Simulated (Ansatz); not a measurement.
# BP (F-43m): the dielectric response against the k mesh, part 2 of 2

Aim: how dense a k mesh do ε∞ and the zone-centre modes of BP (F-43m) need?

Ansatz 0.2.0; DFT LDA, scalar-relativistic, plane waves, PAW; PAW set soft_1.

So far: The starting structure; Bringing the structure to rest. The relaxed cell has a = 4.491 Å (conventional setting).

## 3. Tight relaxation

Phonons need small forces and stress, so the relaxation is finished with tight tolerances on 12×12×12 k points.

Input file input.yaml:

```yaml
crystal:
  lattice:
    - [0.0, 2.2454114648, 2.2454114648]
    - [2.2454114648, 0.0, 2.2454114648]
    - [2.2454114648, 2.2454114648, 0.0]
  atoms:
    - { symbol: B, position: [0.0, 0.0, 0.0] }
    - { symbol: P, position: [0.75, 0.75, 0.75] }
kpoints:
  mp_grid: { grid: [12, 12, 12] }
hamiltonian:
  xc: lda
  pseudopotentials: { kind: paw, azcp: { folder: soft_1 }, xc_functional: pbe }
scf:
  occupations: { method: fixed }
output:
  forces: true
  stress: true
  eigenvalues: true
  write_density: true
  write_potential: true
  elf: true
  volumetric_format: npy
relax:
  adjacent_minimum: "off"
  f_tol: 0.001
  max_steps: 60
  cell: { stress_tol: 0.01 }
```

Command:

```console
$ ansatz run input.yaml --threads 4 --pin off --max-ram 10240MiB --backend cpu --events-out ev --progress --plain --runs-dir out
```

Numbers of over 12 decimals in the logs are rounded to 6 here.

The log of the run:

```text
[...]
Crystal: 2 atoms, lattice volume = 22.642 Å³
Basis set: ecut = 420 eV, 459 PW (Γ)
Bands: 8, of which v1, the nominal top of the filled ones, is band 4 counted from 1 (3 counted from 0)
Symmetry: 24 space group operations
[...]
k-points: 72 of 1728 (time reversal used)
[...]
0.000000       0.000000       0.000064
  P = ⅓ Tr σ = 0.0001 GPa (0.001 kbar)
--- Band table (eV; the first three rows and the last of 72) ---
[...]
--- Relaxed structure (3 steps of the walk, 3 accepted, 1 SCFs on fresh bases) ---
[...]
cell:  # Å, volume = 22.6385 Å³
    - [0, 2.245291, 2.245291]
    - [2.245291, 0, 2.245291]
    - [2.245291, 2.245291, 0]
  atoms:
    - { symbol: B, position: [0, 0, 0] }
    - { symbol: P, position: [0.75, 0.75, 0.75] }
[key lines of the parts left out:]
SCF converged after 5 iterations
Free energy (F): -876.637424 eV
Fermi energy:    9.465796 eV
```

The job ended after 1.7 s (4 threads of AMD EPYC 7B13 (Zen 3), shared host; peak memory 0.35 GiB; 5.8 s of CPU time).

Little changed from the start: no atom moved by 0.005 Å and no cell edge by 0.1 %.

Numbers from this step:

- pressure: 6.44e-5 GPa
- gap on the k-mesh: 1.144 eV

ELF in the ac plane of a cell with a along [110], b along [-110] and c along [001] of the cube at fractional y = 0.000, with atoms of B and P within 0.2 Å of it. It is the smooth field of the valence electrons, not physical close to the nuclei.

Ten even steps from '0' (0.02) to '9' (0.93), each cell a mean:
```
135423541135423541
553100245553100245
541000135541000135
210000012210000012
000010000000010000
001343200001343200
013676520013676520
135433542135433542
467200575467200575
689613897689613897
489967996489967996
048867871048867871
```
Columns run along a (6.4 Å), rows up along c (4.5 Å), edges of the conventional cell, whose origin can differ from the input's. Atoms in or near the plane, at fractional coordinates: B at (0.50, 0.00), B at (0.00, 0.00), P at (0.75, 0.25), P at (0.25, 0.25).

Valence density in the ac plane of a cell with a along [110], b along [-110] and c along [001] of the cube at fractional y = 0.000, with atoms of B and P within 0.2 Å of it. It is the smooth field of the valence electrons, not physical close to the nuclei.

Values in e/Å³, 7 rows by 16 columns, each cell a mean:
```
0.62 0.51 0.28 0.16 0.14 0.22 0.41 0.60 0.62 0.51 0.28 0.16 0.14 0.22 0.41 0.60
0.32 0.22 0.11 0.06 0.05 0.08 0.17 0.29 0.32 0.22 0.11 0.06 0.05 0.08 0.17 0.29
0.10 0.09 0.08 0.09 0.09 0.09 0.09 0.10 0.10 0.09 0.08 0.09 0.09 0.09 0.09 0.10
0.06 0.10 0.21 0.35 0.39 0.27 0.14 0.07 0.06 0.10 0.21 0.35 0.39 0.27 0.14 0.07
0.15 0.27 0.50 0.49 0.44 0.53 0.37 0.18 0.15 0.27 0.50 0.49 0.44 0.53 0.37 0.18
0.47 0.63 0.84 0.50 0.34 0.77 0.74 0.51 0.47 0.63 0.84 0.50 0.34 0.77 0.74 0.51
0.62 0.80 0.71 0.58 0.54 0.65 0.78 0.73 0.62 0.80 0.71 0.58 0.54 0.65 0.78 0.73
```
Columns run along a (6.4 Å), rows up along c (4.5 Å), edges of the conventional cell, whose origin can differ from the input's. Atoms in or near the plane, at fractional coordinates: B at (0.50, 0.00), B at (0.00, 0.00), P at (0.75, 0.25), P at (0.25, 0.25).

Electrostatic potential energy in the ac plane of a cell with a along [110], b along [-110] and c along [001] of the cube at fractional y = 0.000, with atoms of B and P within 0.2 Å of it. With pseudopotentials it is smooth inside the atoms' cores, unlike the true potential.

Ten even steps from '_' (-40 eV) to '@' (13 eV), each cell a mean:
```
..--%%@@@@@@@@**::..--%%@@@@@@@@**::
++##@@@@@@@@@@%%**++##@@@@@@@@@@%%**
@@@@@@@@@@@@@@@@@@@@@@@@@@@@@@@@@@@@
@@@@@@@@@@@@@@@@@@@@@@@@@@@@@@@@@@@@
@@@@@@@@@@@@@@@@@@@@@@@@@@@@@@@@@@@@
@@@@@@@@@@@@@@@@@@@@@@@@@@@@@@@@@@@@
@@@@%%##****%%@@@@@@@@%%##****%%@@@@
@@@@##::__..++%%@@@@@@##::__..++%%@@
@@%%++______::##@@@@%%++______::##@@
%%%%++..____--##%%%%%%++..____--##%%
--++##++::--**##==--++##++::--**##==
..--##%%%%%%%%++....--##%%%%%%%%++..
```
Columns run along a (6.4 Å; values clipped at the 3rd and 97th percentile), rows up along c (4.5 Å), edges of the conventional cell, whose origin can differ from the input's. Atoms in or near the plane, at fractional coordinates: B at (0.50, 0.00), B at (0.00, 0.00), P at (0.75, 0.25), P at (0.25, 0.25).

The forces vanish by symmetry and the pressure is 0.000 GPa, within the tolerances set. The cell now holds 11.32 Å³/atom.

## 4. Response on one mesh, 4×4×4

The force constants come from the linear response of the density to a displacement.

The response is solved on 4×4×4 k points.

input.yaml, the sections that differ from step 3:

```yaml
crystal:
  lattice:
    - [0.0, 2.2452912199, 2.2452912199]
    - [2.2452912199, 0.0, 2.2452912199]
    - [2.2452912199, 2.2452912199, 0.0]
  atoms:
    - { symbol: B, position: [0.0, 0.0, 0.0] }
    - { symbol: P, position: [0.75, 0.75, 0.75] }
kpoints:
  mp_grid: { grid: [4, 4, 4] }
output:
  eigenvalues: true
phonons:
  method: dfpt
  dielectric: true
  rigid_motions: translations
  field_mesh: kpoints
# hamiltonian, scf: as in step 3
# relax: removed
```

The log of the run:

```text
[...]
Crystal: 2 atoms, lattice volume = 22.639 Å³
Basis set: ecut = 420 eV, 459 PW (Γ), exchange–correlation on 48×48×48 points (8 copies of the dense FFT grid, shifted against one another)
Bands: 8, of which v1, the nominal top of the filled ones, is band 4 counted from 1 (3 counted from 0)
Symmetry: 24 space group operations
k-points: 18 of 64 (irreducible under 4 space group operations, time reversal used)
[...]
SCF iter   1: F=—  HF=-877.353335 eV  |F-HF|=—  |Δ(HF+E_count)|=         —  Δρ=9.86e-2  dr2=2.47e0  ethr=3.10e-3  ⟨swp⟩=4.8  Hψ=1044  notcnv=0  defer=29
[...]
SCF iter   7: F=-876.459608 eV  HF=-876.459608 eV  |F-HF|=6.20e-11  |Δ(HF+E_count)|=   2.47e-9  Δρ=5.70e-7  dr2=9.47e-11  ethr=1.25e-12  ⟨swp⟩=9.3  Hψ=1202  notcnv=0
SCF 1 converged in 7 iterations: F = -876.459608 eV  dr2 = 9.47e-11
[...]
NSCF: frozen V_eff on 5 k-points
DFPT response loops at Γ: preconditioner auto → none (the input reference at scf.mixing.eps_inf says where Resta's filter doesn't serve); β = 0.50; Broyden in place of MSR1
WARN: field response: the 4×4×4 k-mesh looks too coarse for the field response at k = (0.0000, 0.2500, 0.2500), direct gap 4.543 eV: take ε∞, Z* and everything formed from them as unconverged in the mesh. The response there varies over an interband length of 1.48 Å as this mesh's differences read it, which a coarse mesh reads short; the mesh's real-space period, 12.7 Å, is under 14 times that, 20.7 Å: field_mesh: auto, beside no phonons.dynamical_quadrupoles, solves it inside a basis that this mesh spans and, under method: fd, where it gets none, on a denser mesh; else type a denser kpoints.mp_grid, and compare
SCF converged after 7 iterations
Free energy (F): -876.459608 eV
[...]
Internal energy: -876.459608 eV  (E = F + TS)
E sigma→0 (E₀):  -876.459608 eV
Fermi energy:    9.508089 eV
[...]
--- Band table (eV; the first three rows and the last of 18) ---
[...]
--- Phonons (Γ-DFPT): 2 representative perturbations + reference, on 18 of 64 k-points (Σ response iterations 5) ---
  k mesh reduced under 4 symmetry operations, with k and −k counted as one. Each operation leaves every solved perturbation unchanged. A smaller set is not considered because the run solves the response to a homogeneous field
  ASR residual: 3.127e-4 → 0.000e0 eV/Å²; symmetrization residual: 2.868e-7 eV/Å²
  ASR residual per site (eV/Å²): 2.46e-4 3.13e-4
  Γ frequencies (cm⁻¹): 0.00 0.00 0.00 836.44 836.44 836.44
  ε∞ (high-frequency dielectric tensor):
        7.816244     0.000000    -0.000000
       -0.000000     7.816244     0.000000
        0.000000     0.000000     7.816244
  ε⁰ (static dielectric tensor: ions relaxed, cell fixed):
        7.983032     0.000000    -0.000000
       -0.000000     7.983032     0.000000
        0.000000     0.000000     7.983032
  ε⁰ − ε∞ (ionic part):
        0.166787    -0.000000     0.000000
       -0.000000     0.166787     0.000000
        0.000000     0.000000     0.166787
  softest optical mode at Γ: 836.44 cm⁻¹; the repairs (sum rule, projections) moved no ω² at Γ by more than (2.50 cm⁻¹)²
  Born effective charges Z* (e; rows j = field, columns β = displacement):
    site 0:
        -0.65589    0.00000   -0.00000
         0.00000   -0.65589    0.00000
        -0.00000   -0.00000   -0.65589
    site 1:
         0.65589   -0.00000    0.00000
        -0.00000    0.65589   -0.00000
         0.00000    0.00000    0.65589
  Z* charge neutrality: 3.282e-6 e pre-enforcement
  k-mesh period / interband length: 12.7 Å / 1.48 Å = 8.58 at k = (0.0000, 0.2500, 0.2500), direct gap 4.543 eV — UNDER 14: by this measure the k-mesh is too coarse for the response
  optical modes at Γ without the LO–TO term, one row a degenerate level:
      ω (cm⁻¹)  modes    IR ((D/Å)²/amu)
        836.44      3             3.7157
  optical modes at Γ + LO–TO along q̂ = [1.0000, 0.0000, 0.0000]:
      ω (cm⁻¹)  modes    IR ((D/Å)²/amu)
        836.44      2             2.4771
        845.31      1             1.2386
  optical modes at Γ + LO–TO along q̂ = [0.0000, 1.0000, 0.0000]:
      ω (cm⁻¹)  modes    IR ((D/Å)²/amu)
        836.44      2             2.4771
        845.31      1             1.2386
  optical modes at Γ + LO–TO along q̂ = [0.0000, 0.0000, 1.0000]:
      ω (cm⁻¹)  modes    IR ((D/Å)²/amu)
        836.44      2             2.4771
        845.31      1             1.2386
```

Elapsed: 0.75 s, on 4 threads; peak memory 0.36 GiB.

A gap read on the k-mesh alone can miss the band edges.

Numbers from this step:

```yaml
gap_on_the_k_mesh: 1.214 eV
sum_rule_residual_before_enforcement: 3.13e-4 eV/Å²
miss_of_the_charge_sum_rule: 3.28e-6 e
point_group: -43m
highest_optical_mode_at_the_zone_centre_no_lo_to_term: 836.4 cm⁻¹
lowest_optical_zone_centre_mode: 836.4 cm⁻¹
mean_high_frequency_dielectric_constant: 7.816
largest_born_charge_third_of_the_trace: -0.6559 e
mean_static_dielectric_constant: 7.983
top_of_the_zone_centre_spectrum_with_the_field: 845.3 cm⁻¹
```

The optical mode without the LO-TO term lies at 836.4 cm⁻¹.

## 5. Response on one mesh, 20×20×20

The response is solved on 20×20×20 k points.

input.yaml: that of step 4 with these lines changed.

```diff
@@ -9,3 +9,3 @@
 kpoints:
-  mp_grid: { grid: [4, 4, 4] }
+  mp_grid: { grid: [20, 20, 20] }
 hamiltonian:
```

The log of the run:

```text
[...]
Crystal: 2 atoms, lattice volume = 22.639 Å³
Basis set: ecut = 420 eV, 459 PW (Γ), exchange–correlation on 48×48×48 points (8 copies of the dense FFT grid, shifted against one another)
Bands: 8, of which v1, the nominal top of the filled ones, is band 4 counted from 1 (3 counted from 0)
Symmetry: 24 space group operations
k-points: 1166 of 8000 (irreducible under 4 space group operations, time reversal used)
[...]
optical modes at Γ + LO–TO along q̂ = [1.0000, 0.0000, 0.0000]:
      ω (cm⁻¹)  modes    IR ((D/Å)²/amu)
[...]
optical modes at Γ + LO–TO along q̂ = [0.0000, 1.0000, 0.0000]:
      ω (cm⁻¹)  modes    IR ((D/Å)²/amu)
        820.89      2             2.3607
        828.23      1             1.1803
  optical modes at Γ + LO–TO along q̂ = [0.0000, 0.0000, 1.0000]:
      ω (cm⁻¹)  modes    IR ((D/Å)²/amu)
        820.89      2             2.3607
        828.23      1             1.1803
[key lines of the parts left out:]
SCF converged after 7 iterations
Free energy (F): -876.637464 eV
Fermi energy:    9.465748 eV
```

Elapsed: 19 s, on 4 threads; peak memory 1 GiB; 71 s of CPU time.

This step gave:

| Property | Result |
| --- | --- |
| gap on the k-mesh | 1.150 eV |
| sum-rule residual before enforcement | 2.78e-4 eV/Å² |
| miss of the charge sum rule | 2.14e-5 e |
| highest optical mode at the zone centre (no LO-TO term) | 820.9 cm⁻¹ |
| lowest optical zone-centre mode | 820.9 cm⁻¹ |
| mean high-frequency dielectric constant | 9.184 |
| largest Born charge (third of the trace) | -0.6403 e |
| mean static dielectric constant | 9.349 |
| top of the zone-centre spectrum with the field | 828.2 cm⁻¹ |

The optical mode without the LO-TO term lies at 820.9 cm⁻¹.

For the mean high-frequency dielectric constant, step 4 gave 7.82; this run, with k-mesh 20×20×20 and k divisions 20, gives 9.18 (+17 %).

## 6. All members side by side

The members are set side by side, also those not shown above.

One cell throughout; the field response is solved on the k mesh of the run itself. The response against the k mesh:

```
k divisions along a1     ε∞     ε0  largest Born charge in size, a third of the trace (e)  top mode with the field, highest of q along x, y and z (cm⁻¹)  mode 4 T2 (cm⁻¹)
                   4  7.816  7.983                                                 0.6559                                                          845.3             836.4
                   6  8.691  8.857                                                 0.6445                                                          830.9               823
                   8   9.02  9.185                                                 0.6414                                                          828.7             821.2
                  10  9.131  9.297                                                 0.6406                                                          828.3             820.9
                  12  9.167  9.332                                                 0.6404                                                          828.3             820.9
                  14  9.179  9.344                                                 0.6403                                                          828.2             820.9
                  16  9.182  9.347                                                 0.6403                                                          828.2             820.9
                  20  9.184  9.349                                                 0.6403                                                          828.2             820.9
```

## 7. Outcome

```json
{
  "members": "8",
  "optical mode (no LO-TO term), 4 k divisions": "836.4 cm⁻¹",
  "optical mode (no LO-TO term), 20 k divisions": "820.9 cm⁻¹"
}
```

In words: ε∞ goes from 7.82 at 4 divisions to 9.18 at 20; from 10 divisions on it stays within 1 % of the last value. The highest mode without the field stays within 1 cm⁻¹ of its last value from 8 divisions on. The top mode with the field moves by -17.1 cm⁻¹ over the series. With bars of 1 % on ε∞ and 1 cm⁻¹ on this mode, ε∞ needs the denser mesh. These are harmonic frequencies at zero temperature: anharmonic shifts, linewidths and thermal expansion are left out. The PAW files were made for PBE; the program adapts parts of them to the functional of the run, but their partial waves stay those of PBE, an approximation that was not tested in this session. Only the zone centre was solved, so an instability at another wavevector cannot show here.

[Logs are printed without paths, hosts, clocks, repeated set-up lines and the standing remarks that a program may print on its own settings, such as how far it seeks lower states.]

[Hosts, paths, dates, database ids (printed as entryN), source tags and the programs' standing remarks are cut or masked in the printed files.]
